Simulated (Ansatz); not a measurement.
The compound is Cs2TcBr6 (started from the K2PtCl6 type) (Fm-3m).

The structure was built from a prototype and need not be the compound's stable phase.

It takes space group Fm-3m (No. 225, cubic). The conventional cell has a = 10.185 Å, b = 10.185 Å, c = 10.185 Å, α = 90.00°, β = 90.00°, γ = 90.00°. Nearest to Cs lie 12 Br at 3.60 Å. Nearest to Tc lie 6 Br at 2.48 Å. Nearest to Br lie 1 Tc at 2.48 Å and 4 Cs at 3.60 Å. Farther neighbours and most contacts between anions are not listed.

```xyz
9
Lattice="5.0926 0.0000 5.0926 5.0926 5.0926 0.0000 0.0000 5.0926 5.0926" Properties=species:S:1:pos:R:3 pbc="T T T"
Cs    2.5463    2.5463    2.5463
Cs    7.6389    7.6389    7.6389
Tc    0.0000    0.0000    0.0000
Br    2.4753    5.0926    5.0926
Br    7.7099    5.0926    5.0926
Br    5.0926    5.0926    2.4753
Br    5.0926    5.0926    7.7099
Br    5.0926    2.4753    5.0926
Br    5.0926    7.7099    5.0926
```

The structure was relaxed with LDA. The structure type comes from a generator and need not be one that this composition takes. The structure was generated from a model, not taken from a measurement. The runs that relaxed it are not among those shown. The program's search for lower electronic states was switched off, so nothing shows that the state found is the lowest. Spin-orbit coupling is left out unless a run names it. PAW set soft_2, made with PBE.

A constrained-RPA run (Ansatz 0.2.0; non-magnetic LDA; Tc d + anion p, bands v20 to c3, 2×2×2 mesh, medium accuracy) builds 23 functions on bands 8.3 eV wide, with 39.0 electrons in the window. The bare on-site interaction is 14.8 eV and the bare J 0.56 eV.

Q: Estimate U, U′ and J.

On the Tc d shell, U = 6.00 eV (40 % of the bare value), U′ = 5.13 eV, J = 0.42 eV.

The parent state is non-magnetic and the interaction static (zero frequency); U depends on the window and the orbitals, so it belongs to this model alone. A window that holds the anion p bands defines a model with explicit ligands; its U belongs to that model and is not the U of DFT+U. Coarse meshes can leave U off its limit, most where the target bands are metallic.

[Paths, hosts, dates, memory and timing lines, banners, echoed tables and standing remarks are left out of the program output.]

[Logs are printed without paths, hosts, clocks, repeated set-up lines and the standing remarks that a program may print on its own settings, such as how far it seeks lower states.]

[Runs of the session that timed out or met a known fault of the program may be left out.]

[Hosts, paths, dates, database ids (printed as entryN), source tags and the programs' standing remarks are cut or masked in the printed files.]
